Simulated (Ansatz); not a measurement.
# What TaInS3 (model cell, started as cubic perovskite with Ta in the octahedra) distorts into, part 3 of 3

Aim: this structure of TaInS3 (model cell, started as cubic perovskite with Ta in the octahedra) is to be tested for unstable modes, and one is followed downhill.

Ansatz 0.2.0; DFT PBE, scalar-relativistic, plane waves, PAW; PAW set soft_1.

So far. Step 5 (Energy along the mode, all amplitudes (two of the runs …): The lowest of the steps tried is the last one, at 0.6 Å, 48.3 meV/atom below the parent; the bottom of the well need not coincide with a step. Step 7 (The new phase in its own primitive cell): The largest force component left is 0.57 meV/Å and the pressure is 0.001 GPa, within the tolerances set. The cell now holds 20.98 Å³/atom. The relaxed cell has a = 6.780, c = 15.808 Å (conventional setting).

The structure was built from a prototype and need not be the compound's stable phase.

## (8) Modes of the new phase, k-mesh 9×9×9

A relaxed structure may still be a saddle point, so its zone-centre modes are computed. No field response is asked, since the mesh shows no gap.

Contents of input.yaml:

```yaml
crystal:
  lattice:
    - [3.3901795315, 1.9573210651, 5.2692978199]
    - [-3.3901795315, 1.9573210651, 5.2692978199]
    - [0.0, -3.9146421302, 5.2692978199]
  atoms:
    - { symbol: In, position: [0.75, 0.75, 0.75] }
    - { symbol: In, position: [0.25, 0.25, 0.25] }
    - { symbol: Ta, position: [0.5, 0.5, 0.5] }
    - { symbol: Ta, position: [0.0, 0.0, 0.0] }
    - { symbol: S, position: [0.3515415305, 0.75, 0.1484584695] }
    - { symbol: S, position: [0.6484584695, 0.25, 0.8515415305] }
    - { symbol: S, position: [0.8515415305, 0.6484584695, 0.25] }
    - { symbol: S, position: [0.1484584695, 0.3515415305, 0.75] }
    - { symbol: S, position: [0.25, 0.8515415305, 0.6484584695] }
    - { symbol: S, position: [0.75, 0.1484584695, 0.3515415305] }
kpoints:
  mp_grid: { grid: [9, 9, 9] }
hamiltonian:
  xc: pbe
  pseudopotentials: { kind: paw, azcp: { folder: soft_1 } }
scf:
  occupations: { method: methfessel_paxton, width: 0.2 }
output:
  eigenvalues: true
phonons:
  method: dfpt
```

The run is started by

```bash
ansatz run input.yaml --threads 4 --pin off --max-ram 16384MiB --backend cpu --events-out ev --progress --plain --runs-dir out
```

Numbers of over 12 decimals in the logs are rounded to 6 here.

The log of the run:

```text
[...]
Crystal: 10 atoms, lattice volume = 209.792 Å³
Basis set: ecut = 420 eV, 4085 PW (Γ), exchange–correlation on 96×96×96 points (8 copies of the dense FFT grid, shifted against one another)
Bands: 54, of which v1, the nominal top of the filled ones, is band 44 counted from 1 (43 counted from 0)
Symmetry: 12 space group operations
k-points: 365 of 729 (irreducible under 1 space group operation, time reversal used)
[...]
SCF iter   1: F=—  HF=-36481.919580 eV  |F-HF|=—  |Δ(HF+E_count)|=         —  Δρ=3.20e-2  dr2=3.33e0  ethr=3.10e-3  ⟨swp⟩=6.2  Hψ=79497  notcnv=0
[...]
SCF iter  12: F=-36481.267494 eV  HF=-36481.267494 eV  |F-HF|=0.00e0  |Δ(HF+E_count)|=  1.46e-11  S|Δr|=    0.00e0  Δρ=1.97e-8  dr2=7.91e-13  ethr=1.00e-12  ⟨swp⟩=13.8  Hψ=109685  notcnv=0
SCF 1 converged in 12 iterations: F = -36481.267494 eV  dr2 = 7.91e-13
[...]
DFPT response loops at Γ: preconditioner auto → Kerker (q_TF=auto, 2.361 Å⁻¹) (partly filled bands, converged f_vac=0.000); β = 1.00, the filter's whole step (`scf.mixing.beta` (0.50) is not read by the response loops under this deck's `scf.mixing.preconditioner`; to damp them name `kerker` or `kerker_dos`, under which they read `scf.mixing.beta`, and type it under 1.00, their step now; both keys bind the ground state too); Broyden in place of MSR1
SCF converged after 12 iterations
[...]
Free energy (F): -36481.267494 eV
[...]
Internal energy: -36481.271835 eV  (E = F + TS)
E sigma→0 (E₀):  -36481.268579 eV
Entropy (-TS):   0.004341 eV (0.434 meV/atom)
Fermi energy:    9.537245 eV
[...]
--- Band table (eV; the first three rows and the last of 365) ---
  k-point 0: bands = [... 40 lower, 7.8192, 8.5387, 8.5475, 9.0974, 9.0974, 9.4237, 10.0550, 10.5448, ... 6 higher]
  k-point 1: bands = [... 40 lower, 7.8334, 8.3990, 8.8360, 8.9949, 9.2581, 9.6685, 10.1827, 10.6048, ... 6 higher]
  k-point 2: bands = [... 40 lower, 7.8192, 8.2144, 8.9101, 9.1098, 9.5648, 9.9892, 10.4803, 10.7638, ... 6 higher]
  k-point 364: bands = [... 40 lower, 7.6010, 7.6640, 8.6437, 9.0354, 10.3210, 10.3283, 10.5792, 10.6115, ... 6 higher]
--- Phonons (Γ-DFPT): 6 representative perturbations + reference, on 365 of 729 k-points (Σ response iterations 20) ---
  k mesh reduced under 1 symmetry operation, with k and −k counted as one. Each operation leaves every solved perturbation unchanged. A smaller set is not used because it would not reduce the number of displacements times k-points to solve
  ASR residual: 5.603e-5 → 0.000e0 eV/Å²; symmetrization residual: 1.918e-5 eV/Å²
  ASR residual per site (eV/Å²): 3.55e-5 3.55e-5 5.06e-5 5.06e-5 4.97e-5 4.97e-5 5.60e-5 5.60e-5 4.97e-5 4.97e-5
  Γ frequencies (cm⁻¹): -27.45 -21.40 0.00 0.00 0.00 68.48 68.48 82.31 82.31 104.23 116.06 116.06 120.30 120.30 131.13 155.31 155.31 161.34 173.22 178.05 205.27 205.27 250.68 250.68 276.72 312.37 312.37 323.36 323.36 432.51
  non-analytic LO–TO correction: not included (Born effective charges unavailable; polar crystals: no LO–TO splitting at Γ)
```

Elapsed: 17 min, on 4 threads of Arm Neoverse V1, shared host; peak memory 11 GiB.

Numbers from this step:

| Quantity | Value |
| --- | --- |
| sum-rule residual before enforcement | 5.60e-5 eV/Å² |
| point group | -3m |
| highest optical mode at the zone centre (no LO-TO term) | 432.5 cm⁻¹ |
| lowest optical zone-centre mode | -27.45 cm⁻¹ |

Patterns of degenerate modes are one choice out of their space. The modes at Γ (shares of kinetic energy by element, %) (negative means imaginary):

| mode | frequency (cm⁻¹) | symmetry | In % | Ta % | S % |
| --- | --- | --- | --- | --- | --- |
| 1 | -27.4 | A2u | 70 | 15 | 14 |
| 2 | -21.4 | A2g | 100 | 0 | 0 |
| 3 | 0.0 | acoustic | 29 | 46 | 25 |
| 4 | 0.0 | acoustic | 29 | 46 | 25 |
| 5 | 0.0 | acoustic | 29 | 46 | 25 |
| 6 | 68.5 | Eg | 64 | 0 | 36 |
| 7 | 68.5 | Eg | 64 | 0 | 36 |
| 8 | 82.3 | Eu | 53 | 30 | 17 |
| 9 | 82.3 | Eu | 53 | 30 | 17 |
| 10 | 104.2 | A1u | 0 | 90 | 10 |
| 11 | 116.1 | Eu | 1 | 22 | 77 |
| 12 | 116.1 | Eu | 1 | 22 | 77 |
| 13 | 120.3 | Eg | 32 | 0 | 68 |
| 14 | 120.3 | Eg | 32 | 0 | 68 |
| 15 | 131.1 | A2u | 0 | 33 | 66 |
| 16 | 155.3 | Eu | 8 | 91 | 1 |
| 17 | 155.3 | Eu | 8 | 91 | 1 |
| 18 | 161.3 | A1g | 0 | 0 | 100 |
| 19 | 173.2 | A1u | 0 | 10 | 90 |
| 20 | 178.1 | A2g | 0 | 0 | 100 |
| 21 | 205.3 | Eu | 9 | 9 | 83 |
| 22 | 205.3 | Eu | 9 | 9 | 83 |
| 23 | 250.7 | Eg | 4 | 0 | 96 |
| 24 | 250.7 | Eg | 4 | 0 | 96 |
| 25 | 276.7 | A2u | 0 | 5 | 95 |
| 26 | 312.4 | Eu | 0 | 1 | 98 |
| 27 | 312.4 | Eu | 0 | 1 | 98 |
| 28 | 323.4 | Eg | 0 | 0 | 100 |
| 29 | 323.4 | Eg | 0 | 0 | 100 |
| 30 | 432.5 | A2g | 0 | 0 | 100 |

Displacements in mode 1 (-27.4 cm⁻¹), the largest set to 1:
```
In1  0.00  0.00  1.00
In2  0.00  0.00  1.00
Ta3  0.00  0.00 -0.37
Ta4  0.00  0.00 -0.37
S5   0.00  0.00 -0.49
S6   0.00  0.00 -0.49
S7   0.00  0.00 -0.49
S8   0.00  0.00 -0.49
S9   0.00  0.00 -0.49
S10  0.00  0.00 -0.49
```

Displacements in mode 16 (155.3 cm⁻¹), the largest set to 1:
```
In1  0.00  0.37  0.00
In2  0.00  0.37  0.00
Ta3  1.00 -0.19  0.00
Ta4 -1.00 -0.21  0.00
S5  -0.07 -0.10  0.08
S6  -0.07 -0.10  0.08
S7   0.00  0.03 -0.16
S8   0.00  0.03 -0.16
S9   0.07 -0.10  0.08
S10  0.07 -0.10  0.08
```

Before it was imposed, the acoustic sum rule was missed by 5.6e-5 eV/Å². Small misses are needed for a sound result but don't prove that mesh and cutoff are converged. The lowest optical mode is imaginary, 27.4i cm⁻¹, so the energy falls along it.

## (9) Summary of results

```yaml
unstable_mode_of_the_parent: q = (-0.5, -0.5, -0.5), 95i cm⁻¹
depth_at_the_lowest_point_sampled: 48.3 meV/atom
largest_atomic_shift_at_that_point: 0.6 Å
space_group_reached_within_0p01_a: R-3c
energy_gained_over_the_parent_first_relaxation_on_the_mesh_of_the_frozen_mode: 80.9 meV/atom
volume_per_atom_phase_reached: 21.0 Å³
lowest_optical_zone_centre_mode_phase_reached: -27.4 cm⁻¹
highest_optical_mode_at_the_zone_centre_no_lo_to_term_phase_reached: 433 cm⁻¹
```

In words: Along this mode the structure falls into R-3c, 80.9 meV/atom below the parent. At the parent's cell the well is 48.29 meV/atom deep on the steps tried, with its lowest point at a shift of 0.6 Å. That is the last step tried, so the steps alone don't bracket the bottom of the well. Relaxing atoms and cell changes the gain by +32.58 meV/atom against the lowest step (energies at zero smearing). The new phase still has an imaginary mode at the zone centre of its cell, so it is a saddle point on the way to a lower structure. Of the 6 patterns followed to their end from this parent, this one reaches the lowest energy. Each path keeps the symmetry of its pattern, so a lower phase may lie along a pattern not tried. With no gap, or one that is small against the smearing, the frequencies hang on the k mesh and the smearing, most of all near Kohn anomalies. A semilocal functional can close a gap that the real compound would have, so the metallic treatment may be an artefact of the level. Spin-orbit coupling is left out, which can matter for the heavy elements here. The starting cell was built on a prototype and not taken from a measurement, so the phase need not exist.

[Logs are printed without paths, hosts, clocks, repeated set-up lines and the standing remarks that a program may print on its own settings, such as how far it seeks lower states.]

[Hosts, paths, dates, database ids (printed as entryN), source tags and the programs' standing remarks are cut or masked in the printed files.]
